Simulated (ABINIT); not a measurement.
# SnSe2 (P-3m1): G0W0 with ABINIT, start to end, part 2 of 3

Wanted: ground state, empty states, screening and self-energy for SnSe2 (P-3m1).

ABINIT 10.8.3; PBE and many-body steps on it, plane waves. Known limits of the many-body steps: not at the basis limit; no spin-orbit coupling; coarse k mesh.

So far. Step 2 (Ground state): The gap is indirect, with the least direct gap 0.28 eV higher.

## Step 3: Bands along the symmetry lines

Level of this step: DFT, PBE, plane waves, norm-conserving pseudopotentials (ABINIT).

Levels along a band path, at the cheap level, show where the edges lie and whether the meshes to come will hold them.

Input file run.abi:

```
acell 3*1.0 Angstrom
rprim 
  3.810999999987 0.000000000003 0.000000000000
  -1.905499999996 3.300422813810 0.000000000000
  0.000000000000 0.000000000000 6.136000000000
ntypat 2
znucl 50 34
natom 3
typat 1 2 2
xred 
  0.000000000000 0.000000000000 0.000000000000
  0.333333333333 0.666666666667 0.249000000000
  0.666666666667 0.333333333333 0.751000000000
pp_dirpath "pseudos"
pseudos "Sn.upf, Se.upf"
ecut 48
iscf -2
irdden 1
kptopt 0
nkpt 39
kpt 
  0.00000000 0.00000000 0.00000000
  0.12500000 0.00000000 0.00000000
  0.25000000 0.00000000 0.00000000
  0.37500000 0.00000000 0.00000000
  0.50000000 0.00000000 0.00000000
  0.45833333 0.08333333 0.00000000
  0.41666666 0.16666666 0.00000000
  0.37500000 0.25000000 0.00000000
  0.33333333 0.33333333 0.00000000
  0.25000000 0.25000000 0.00000000
  0.16666666 0.16666666 0.00000000
  0.08333333 0.08333333 0.00000000
  0.00000000 0.00000000 0.00000000
  0.00000000 0.00000000 0.12500000
  0.00000000 0.00000000 0.25000000
  0.00000000 0.00000000 0.37500000
  0.00000000 0.00000000 0.50000000
  0.12500000 0.00000000 0.50000000
  0.25000000 0.00000000 0.50000000
  0.37500000 0.00000000 0.50000000
  0.50000000 0.00000000 0.50000000
  0.45833333 0.08333333 0.50000000
  0.41666666 0.16666666 0.50000000
  0.37500000 0.25000000 0.50000000
  0.33333333 0.33333333 0.50000000
  0.25000000 0.25000000 0.50000000
  0.16666666 0.16666666 0.50000000
  0.08333333 0.08333333 0.50000000
  0.00000000 0.00000000 0.50000000
  0.50000000 0.00000000 0.50000000
  0.50000000 0.00000000 0.37500000
  0.50000000 0.00000000 0.25000000
  0.50000000 0.00000000 0.12500000
  0.50000000 -0.00000000 0.00000000
  0.33333333 0.33333333 0.50000000
  0.33333333 0.33333333 0.37500000
  0.33333333 0.33333333 0.25000000
  0.33333333 0.33333333 0.12500000
  0.33333333 0.33333333 0.00000000
istwfk *1
nband 42
nbdbuf 2
tolwfr 1e-08
nstep 40
prtwf 0
prtvol 0
indata_prefix "in"
outdata_prefix "out"
tmpdata_prefix "tmp"
```

Started as:

```bash
$ OMP_NUM_THREADS=1 mpirun -n 4 abinit run.abi > log
```

Numbers of over 12 decimals in the logs are rounded to 6 here.

What it wrote:

```text
.Version 10.8.3 of ABINIT. v10.8.2 released Aug 2026.

 Symmetries : space group P-3 m 1 (#164); Bravais hP (primitive hexag.)
[... echo of the input left out ...]
== DATASET  1 ==================================================================
-   mpi_nproc: 4, omp_nthreads: 1 (-1 if OMP is not activated)

--- !DatasetInfo
iteration_state: {dtset: 1, }
dimensions: {natom: 3, nkpt: 39, mband: 42, nsppol: 1, nspinor: 1, nspden: 1, mpw: 8310, }
cutoff_energies: {ecut:  48.0, pawecutdg:  -1.0, }
electrons: {nelect:   7.00000000E+01, charge:   0.00000000E+00, occopt:   1.00000000E+00, tsmear:   1.00000000E-02, }

 Real(R)+Recip(G) space primitive vectors, cartesian coordinates (Bohr,Bohr^-1):
 R(1)=  7.2017463  0.0000000  0.0000000  G(1)=  0.1388552  0.0801681  0.0000000
 R(2)= -3.6008731  6.2368952  0.0000000  G(2)=  0.0000000  0.1603362  0.0000000
 R(3)=  0.0000000  0.0000000 11.5953595  G(3)=  0.0000000  0.0000000  0.0862414
 Unit cell volume ucvol=  5.2082339E+02 bohr^3
 Angles (23,13,12)=  9.00000000E+01  9.00000000E+01  1.20000000E+02 degrees

 getcut: wavevector=  0.0000  0.0000  0.0000  ngfft=  48  48  75
         ecut(hartree)=     48.000   => boxcut(ratio)=   2.04626

--- Pseudopotential description ------------------------------------------------
- Sn Generated using ONCVPSP code by D. R. Hamann
- 50.00000  22.00000  171031                  znucl, zion, pspdat
12 -101130 2 -1 1628                          pspcod,pspxc,lmax,lloc,mmax
     nproj     2     2     2
  pspatm : epsatm=   27.31087254
         --- l  ekb(1:nproj) -->
             0    9.701792   -0.671203
             1    4.046855   -0.266328
             2   -2.346641   -0.600143
 pspatm: atomic psp has been read  and splines computed

- Se Generated using ONCVPSP code by D. R. Hamann
- 34.00000  24.00000  171031                  znucl, zion, pspdat
12 -101130 2 -1 1214                          pspcod,pspxc,lmax,lloc,mmax
     nproj     2     2     2
  pspatm : epsatm=   25.39064422
         --- l  ekb(1:nproj) -->
[...]
pspatm: atomic psp has been read  and splines computed

--------------------------------------------------------------------------------

================================================================================
 prteigrs : about to open file out_EIG
 Non-SCF case, kpt    1 (  0.00000  0.00000  0.00000), residuals and eigenvalues=
  8.42E-09  7.52E-09  4.48E-09  4.46E-09  7.81E-09  7.15E-09  1.95E-09  1.25E-09
  8.45E-09  1.50E-09  5.36E-09  1.55E-09  4.79E-09  3.70E-09  2.81E-09  4.57E-09
  1.19E-09  2.05E-09  8.40E-09  1.96E-09  2.15E-09  3.70E-09  1.58E-09  3.04E-09
[...]
6.59E-09  4.23E-06
 -7.4056E+00 -7.4056E+00 -5.1819E+00 -5.1819E+00 -5.1819E+00 -5.1819E+00
 -5.1802E+00 -5.1802E+00 -4.5436E+00 -2.9186E+00 -2.9186E+00 -2.9185E+00
 -1.5138E+00 -1.5138E+00 -1.5138E+00 -1.5138E+00 -1.5122E+00 -1.5122E+00
[...]
Non-SCF case, kpt    3 (  0.25000  0.00000  0.00000), residuals and eigenvalues=
[...]
1.15E-07  1.11E-05
[...]
Non-SCF case, kpt   38 (  0.33333  0.33333  0.12500), residuals and eigenvalues=
[...]
Non-SCF case, kpt   39 (  0.33333  0.33333  0.00000), residuals and eigenvalues=
[...]
7.1113E-02  7.1113E-02  8.4342E-02  1.5133E-01  1.5133E-01  2.5982E-01
  4.5238E-01  4.5238E-01  4.7301E-01  4.8056E-01  5.1716E-01  5.1716E-01

--- !ResultsGS
iteration_state: {dtset: 1, }
comment   : Summary of ground state results
lattice_vectors:
- [  7.2017463,   0.0000000,   0.0000000, ]
- [ -3.6008731,   6.2368952,   0.0000000, ]
- [  0.0000000,   0.0000000,  11.5953595, ]
lattice_lengths: [   7.20175,    7.20175,   11.59536, ]
lattice_angles: [ 90.000,  90.000, 120.000, ] # degrees, (23, 13, 12)
lattice_volume:   5.2082339E+02
convergence: {deltae:  0.000E+00, res2:  0.000E+00, residm:  9.974E-09, diffor:  0.000E+00, }
etotal    :  -8.98128066E+02
entropy   :   0.00000000E+00
fermie    :   2.07145495E-01
cartesian_stress_tensor: null
pressure_GPa: null
xred      :
- [  0.0000E+00,   0.0000E+00,   0.0000E+00, Sn]
- [  3.3333E-01,   6.6667E-01,   2.4900E-01, Se]
- [  6.6667E-01,   3.3333E-01,   7.5100E-01, Se]
cartesian_forces: null
force_length_stats: {min: null, max: null, mean: null, }

 Integrated electronic density in atomic spheres:
 ------------------------------------------------
 Atom  Sphere_radius  Integrated_density
[...]
================================================================================

 ----iterations are completed or convergence reached----

 Mean square residual over all n,k,spin=   44.164E-10; max=  99.737E-10
 reduced coordinates (array xred) for    3 atoms
[...]
0.333333333333      0.666666666667      0.249000000000
       0.666666666667      0.333333333333      0.751000000000

 cartesian coordinates (angstrom) at end:
    1      0.000000     0.000000     0.000000
    2     -1.67e-12     2.200282     1.527864
    3      1.905500     1.100141     4.608136
 length scales=  1.889726125908  1.889726125908  1.889726125908 bohr
              =  1.000000000000  1.000000000000  1.000000000000 angstroms
 prteigrs : about to open file out_EIG
 Eigenvalues (hartree) for nkpt=  39  k points:
 kpt#   1, nband= 42, wtk=  1.00000, kpt=  0.0000  0.0000  0.0000 (reduced coord)
[...]
kpt#   2, nband= 42, wtk=  1.00000, kpt=  0.1250  0.0000  0.0000 (reduced coord)
[...]
kpt#   3, nband= 42, wtk=  1.00000, kpt=  0.2500  0.0000  0.0000 (reduced coord)
[...]
kpt#  38, nband= 42, wtk=  1.00000, kpt=  0.3333  0.3333  0.1250 (reduced coord)
[...]
0.52289    0.52290
 kpt#  39, nband= 42, wtk=  1.00000, kpt=  0.3333  0.3333  0.0000 (reduced coord)
[...]
-0.57313   -0.57313   -0.57257   -0.22895   -0.22895   -0.06791    0.07111    0.07111
   0.08434    0.15133    0.15133    0.25982    0.45238    0.45238    0.47301    0.48056
   0.51716    0.51716

== END DATASET(S) ==============================================================
================================================================================

 -outvars: echo values of variables after computation  --------
            nband          42
             nkpt          39
          spgroup         164
 [... the other variables as echoed above ...]

 Calculation completed.
```

The job ended after 70 s (4 MPI ranks of Arm Neoverse V1, shared host; peak memory 0.49 GiB).

This step gave:

```
gap                        : 0.7459 eV
k of the valence top       : 0.0833, 0.0833, 0
k of the conduction bottom : 0.5, 0, 0.375
least direct gap           : 1.100 eV
```

The gap is 0.746 eV, −0.073 eV from the run before at this level.

The electronic bands at the labelled points (eV, zero at the top of the highest filled band):

| point | band 32 | band 33 | band 34 | band 35 | band 36 | band 37 | band 38 | band 39 |
| --- | --- | --- | --- | --- | --- | --- | --- | --- |
| Γ | -0.73 | -0.43 | -0.43 | -0.05 | 1.05 | 2.92 | 4.61 | 4.61 |
| halfway | -2.38 | -2.03 | -0.25 | -0.17 | 1.96 | 3.93 | 5.38 | 5.69 |
| M | -2.95 | -2.72 | -1.24 | -0.35 | 1.12 | 3.77 | 5.41 | 5.45 |
| halfway | -3.35 | -2.91 | -1.31 | -1.26 | 1.52 | 5.27 | 5.30 | 6.44 |
| K | -3.75 | -3.39 | -1.56 | -1.56 | 1.39 | 6.63 | 6.63 | 7.19 |
| halfway | -3.46 | -1.46 | -1.29 | -0.19 | 2.17 | 4.94 | 5.14 | 5.70 |
| Γ | -0.73 | -0.43 | -0.43 | -0.05 | 1.05 | 2.92 | 4.61 | 4.61 |
| halfway | -0.79 | -0.79 | -0.35 | -0.35 | 1.90 | 2.92 | 4.47 | 4.47 |
| A | -0.82 | -0.82 | -0.28 | -0.28 | 2.41 | 2.89 | 4.34 | 4.34 |
| halfway | -1.88 | -1.79 | -1.45 | -0.46 | 1.68 | 4.48 | 5.66 | 5.78 |
| L | -2.55 | -2.03 | -0.88 | -0.74 | 0.83 | 4.24 | 4.82 | 5.80 |
| halfway | -3.62 | -2.80 | -0.65 | -0.46 | 1.74 | 4.66 | 5.30 | 5.63 |
| H | -4.25 | -3.76 | -0.41 | -0.41 | 2.51 | 4.71 | 4.71 | 6.21 |
| halfway | -2.82 | -1.93 | -0.96 | -0.86 | 2.20 | 4.53 | 5.82 | 5.94 |
| A | -0.82 | -0.82 | -0.28 | -0.28 | 2.41 | 2.89 | 4.34 | 4.34 |
| jump to L | -2.55 | -2.03 | -0.88 | -0.74 | 0.83 | 4.24 | 4.82 | 5.80 |
| halfway | -2.64 | -2.57 | -0.85 | -0.54 | 0.77 | 3.98 | 5.62 | 5.86 |
| M | -2.95 | -2.72 | -1.24 | -0.35 | 1.12 | 3.77 | 5.41 | 5.45 |
| jump to H | -4.25 | -3.76 | -0.41 | -0.41 | 2.51 | 4.71 | 4.71 | 6.21 |
| halfway | -4.04 | -3.58 | -0.99 | -0.99 | 1.91 | 5.58 | 5.58 | 6.72 |
| K | -3.75 | -3.39 | -1.56 | -1.56 | 1.39 | 6.63 | 6.63 | 7.19 |

## Step 4: Empty states on the mesh, 3×3×2 mesh, 136 bands

The sums over transitions need many empty states on a uniform mesh; this step solves for them.

Input file run.abi:

```
acell 3*1.0 Angstrom
rprim 
  3.810999999987 0.000000000003 0.000000000000
  -1.905499999996 3.300422813810 0.000000000000
  0.000000000000 0.000000000000 6.136000000000
ntypat 2
znucl 50 34
natom 3
typat 1 2 2
xred 
  0.000000000000 0.000000000000 0.000000000000
  0.333333333333 0.666666666667 0.249000000000
  0.666666666667 0.333333333333 0.751000000000
pp_dirpath "pseudos"
pseudos "Sn.upf, Se.upf"
ecut 48
ngkpt 3 3 2
nshiftk 1
shiftk 0 0 0
kptopt 1
chksymbreak 0
iscf -2
irdden 1
istwfk *1
nband 136
nbdbuf 12
tolwfr 1e-09
nstep 60
prtvol 0
indata_prefix "in"
outdata_prefix "out"
tmpdata_prefix "tmp"
```

What it wrote:

```text
.Version 10.8.3 of ABINIT. v10.8.2 released Aug 2026.

 Symmetries : space group P-3 m 1 (#164); Bravais hP (primitive hexag.)
[... echo of the input left out ...]
== DATASET  1 ==================================================================
-   mpi_nproc: 4, omp_nthreads: 1 (-1 if OMP is not activated)

--- !DatasetInfo
iteration_state: {dtset: 1, }
dimensions: {natom: 3, nkpt: 6, mband: 136, nsppol: 1, nspinor: 1, nspden: 1, mpw: 8305, }
cutoff_energies: {ecut:  48.0, pawecutdg:  -1.0, }
electrons: {nelect:   7.00000000E+01, charge:   0.00000000E+00, occopt:   1.00000000E+00, tsmear:   1.00000000E-02, }

 Real(R)+Recip(G) space primitive vectors, cartesian coordinates (Bohr,Bohr^-1):
 R(1)=  7.2017463  0.0000000  0.0000000  G(1)=  0.1388552  0.0801681  0.0000000
 R(2)= -3.6008731  6.2368952  0.0000000  G(2)=  0.0000000  0.1603362  0.0000000
 R(3)=  0.0000000  0.0000000 11.5953595  G(3)=  0.0000000  0.0000000  0.0862414
 Unit cell volume ucvol=  5.2082339E+02 bohr^3
 Angles (23,13,12)=  9.00000000E+01  9.00000000E+01  1.20000000E+02 degrees

 getcut: wavevector=  0.0000  0.0000  0.0000  ngfft=  48  48  75
         ecut(hartree)=     48.000   => boxcut(ratio)=   2.04626

--- Pseudopotential description ------------------------------------------------
- Sn Generated using ONCVPSP code by D. R. Hamann
- 50.00000  22.00000  171031                  znucl, zion, pspdat
12 -101130 2 -1 1628                          pspcod,pspxc,lmax,lloc,mmax
     nproj     2     2     2
  pspatm : epsatm=   27.31087254
         --- l  ekb(1:nproj) -->
             0    9.701792   -0.671203
             1    4.046855   -0.266328
             2   -2.346641   -0.600143
 pspatm: atomic psp has been read  and splines computed

- Se Generated using ONCVPSP code by D. R. Hamann
- 34.00000  24.00000  171031                  znucl, zion, pspdat
12 -101130 2 -1 1214                          pspcod,pspxc,lmax,lloc,mmax
     nproj     2     2     2
  pspatm : epsatm=   25.39064422
         --- l  ekb(1:nproj) -->
[...]
pspatm: atomic psp has been read  and splines computed

--------------------------------------------------------------------------------

================================================================================
 prteigrs : about to open file out_EIG
 Non-SCF case, kpt    1 (  0.00000  0.00000  0.00000), residuals and eigenvalues=
  2.98E-10  8.53E-10  1.81E-10  1.62E-10  1.70E-10  1.42E-10  1.49E-10  1.18E-10
  5.58E-10  7.05E-10  8.43E-10  3.23E-10  1.56E-10  1.53E-10  2.02E-10  1.23E-10
  1.83E-10  1.12E-10  1.49E-10  2.28E-10  1.31E-10  1.34E-10  2.58E-10  3.24E-10
[...]
-7.4056E+00 -7.4056E+00 -5.1819E+00 -5.1819E+00 -5.1819E+00 -5.1819E+00
 -5.1802E+00 -5.1802E+00 -4.5436E+00 -2.9186E+00 -2.9186E+00 -2.9185E+00
 -1.5138E+00 -1.5138E+00 -1.5138E+00 -1.5138E+00 -1.5122E+00 -1.5122E+00
[...]
2.1706E+00  2.1850E+00  2.2165E+00  2.2165E+00  2.2645E+00  2.2932E+00
  2.2932E+00  2.3420E+00  2.4077E+00  2.4078E+00  2.4136E+00  2.4264E+00
  2.4447E+00  2.4454E+00  2.4663E+00  2.4751E+00
 prteigrs : prtvol=0 or 1, do not print more k-points.

--- !ResultsGS
iteration_state: {dtset: 1, }
comment   : Summary of ground state results
lattice_vectors:
- [  7.2017463,   0.0000000,   0.0000000, ]
- [ -3.6008731,   6.2368952,   0.0000000, ]
- [  0.0000000,   0.0000000,  11.5953595, ]
lattice_lengths: [   7.20175,    7.20175,   11.59536, ]
lattice_angles: [ 90.000,  90.000, 120.000, ] # degrees, (23, 13, 12)
lattice_volume:   5.2082339E+02
convergence: {deltae:  0.000E+00, res2:  0.000E+00, residm:  9.913E-10, diffor:  0.000E+00, }
etotal    :  -8.98128066E+02
entropy   :   0.00000000E+00
fermie    :   2.07145495E-01
cartesian_stress_tensor: null
pressure_GPa: null
xred      :
- [  0.0000E+00,   0.0000E+00,   0.0000E+00, Sn]
- [  3.3333E-01,   6.6667E-01,   2.4900E-01, Se]
- [  6.6667E-01,   3.3333E-01,   7.5100E-01, Se]
cartesian_forces: null
force_length_stats: {min: null, max: null, mean: null, }

 Integrated electronic density in atomic spheres:
 ------------------------------------------------
 Atom  Sphere_radius  Integrated_density
[...]
================================================================================

 ----iterations are completed or convergence reached----

 Mean square residual over all n,k,spin=   40.438E-11; max=  99.131E-11
 reduced coordinates (array xred) for    3 atoms
[...]
0.333333333333      0.666666666667      0.249000000000
       0.666666666667      0.333333333333      0.751000000000

 cartesian coordinates (angstrom) at end:
    1      0.000000     0.000000     0.000000
    2     -1.67e-12     2.200282     1.527864
    3      1.905500     1.100141     4.608136
 length scales=  1.889726125908  1.889726125908  1.889726125908 bohr
              =  1.000000000000  1.000000000000  1.000000000000 angstroms
 prteigrs : about to open file out_EIG
 Eigenvalues (hartree) for nkpt=   6  k points:
 kpt#   1, nband=136, wtk=  0.05556, kpt=  0.0000  0.0000  0.0000 (reduced coord)
[...]
2.17060    2.18499    2.21652    2.21652    2.26448    2.29320    2.29320    2.34204
   2.40768    2.40775    2.41363    2.42639    2.44471    2.44539    2.46631    2.47513
 prteigrs : prtvol=0 or 1, do not print more k-points.

== END DATASET(S) ==============================================================
================================================================================

 -outvars: echo values of variables after computation  --------
            nband         136
             nkpt           6
          spgroup         164
 [... the other variables as echoed above ...]

 Calculation completed.
```

Wall time 70 s (4 MPI ranks); peak memory 0.42 GiB; 4.6 min of CPU time.

This step gave:

```
gap                                                           : 1.100 eV
k of the valence top                                          : 0, 0, 0
k of the conduction bottom                                    : 0, 0, 0
least direct gap                                              : 1.100 eV
k points computed                                             : 6
lowest point of the top converged band, above the valence top : 54.6777 eV
```

On this mesh the gap is 1.100 eV. The earlier step found 0.819 eV, so this mesh misses an edge.

## Step 5: Screening, 3×3×2 mesh, 124 bands, screening to 108.8 eV

The RPA dielectric matrix is built and inverted for each q.

This step: RPA screening on PBE, plane waves, norm-conserving pseudopotentials.

Changes to run.abi since step 4:

```diff
@@ -21,10 +21,11 @@
 chksymbreak 0
-iscf -2
-irdden 1
 istwfk *1
-nband 136
-nbdbuf 12
-tolwfr 1e-09
-nstep 60
-prtvol 0
+occopt 1
+irdwfk 1
+optdriver 3
+nband 124
+ecuteps 4
+inclvkb 2
+awtr 1
+symchi 1
 indata_prefix "in"
```

What it wrote:

```text
.Version 10.8.3 of ABINIT. v10.8.2 released Aug 2026.

 Symmetries : space group P-3 m 1 (#164); Bravais hP (primitive hexag.)
[... echo of the input left out ...]
== DATASET  1 ==================================================================
-   mpi_nproc: 4, omp_nthreads: 1 (-1 if OMP is not activated)

--- !DatasetInfo
iteration_state: {dtset: 1, }
dimensions: {natom: 3, nkpt: 6, mband: 124, nsppol: 1, nspinor: 1, nspden: 1, mpw: 8305, }
cutoff_energies: {ecut:  48.0, pawecutdg:  -1.0, }
electrons: {nelect:   7.00000000E+01, charge:   0.00000000E+00, occopt:   1.00000000E+00, tsmear:   1.00000000E-02, }

 SCREENING: Calculation of the susceptibility and dielectric matrices

 Based on a program developped by R.W. Godby, V. Olevano, G. Onida, and L. Reining.
 Incorporated in ABINIT by V. Olevano, G.-M. Rignanese, and M. Torrent.
.Using double precision arithmetic ; gwpc =  8

[... cell and pseudopotentials left out ...]
--------------------------------------------------------------------------------

 ==== K-mesh for the wavefunctions ====
 Number of points in the irreducible wedge :     6
[... list of points left out ...]
 Together with 12 symmetry operations and time-reversal symmetry
 yields    18 points in the full Brillouin Zone.

 ==== Q-mesh for the screening function ====
 Number of points in the irreducible wedge :     6
[... list of points left out ...]
 Together with 12 symmetry operations and time-reversal symmetry
 yields    18 points in the full Brillouin Zone.

 setmesh: FFT mesh size selected  =    25x   25x   48
          total number of points  =        30000

 vcoul_init : cutoff-mode = AUXILIARY_FUNCTION
 q-points for optical limit:   1
     1)      0.000010    0.000020    0.000030

- screening: taking advantage of time-reversal symmetry
- Maximum band index for partially occupied states nbvw = 35
- Remaining bands to be divided among processors   nbcw = 89
- Number of bands treated by each node ~22

 Number of electrons calculated from density =   70.0000; Expected =   70.0000
 average of density, n =  0.134403
 r_s =    1.2111
 omega_plasma =   35.3638 [eV]

 calculating chi0 at frequencies [eV] :
  1    0.000000E+00    0.000000E+00
  2    0.000000E+00    3.536384E+01

--------------------------------------------------------------------------------
  q-point number  1        q = ( 0.000000, 0.000000, 0.000000) [r.l.u.]
--------------------------------------------------------------------------------
[... chi0 elements left out ...]
 For q-point:  0.000010 0.000020 0.000030
  dielectric constant =  19.5204
  dielectric constant without local fields =  22.2683

  Average fulfillment of the sum rule on Im[epsilon] for q-point    1 :     35.10  [%]
[... wings left out ...]
  q-point number  2        q = ( 0.333333, 0.000000, 0.000000) [r.l.u.]
--------------------------------------------------------------------------------
[... chi0 elements left out ...]
  Average fulfillment of the sum rule on Im[epsilon] for q-point    2 :     37.88  [%]

 [... 4 further q-points ...]
```

The job ended after 45 s (4 MPI ranks; peak memory 1.2 GiB; 3 min of CPU time).

This step gave:

```
ε∞ with local fields, on this mesh, along the program's q direction : 19.52
the same without local fields                                       : 22.27
plasma frequency                                                    : 35.36 eV
plane waves in the screening matrix                                 : 197
```

Local fields lower ε∞ by 12 %. On a Γ-centred mesh this coarse the value itself is usually too large, while a short band sum pulls it down.

[end of part 2 of 3]

[Paths, hosts, dates, memory and timing lines, banners, echoed tables and standing remarks are left out of the program output.]

[Logs are printed without paths, hosts, clocks, repeated set-up lines and the standing remarks that a program may print on its own settings, such as how far it seeks lower states.]

[Runs of the session that timed out or met a known fault of the program may be left out.]

[Hosts, paths, dates, database ids (printed as entryN), source tags and the programs' standing remarks are cut or masked in the printed files.]

[G0W0 gaps are taken among the corrected bands and points alone; a level outside them can change the order at an edge.]

[Where Ansatz stands beside ABINIT at settings called matched, ABINIT's density can come from a denser mesh and the files from another edition; pairs whose starting gaps differed by over 0.03 eV were left out, so agreement reads better than it is.]
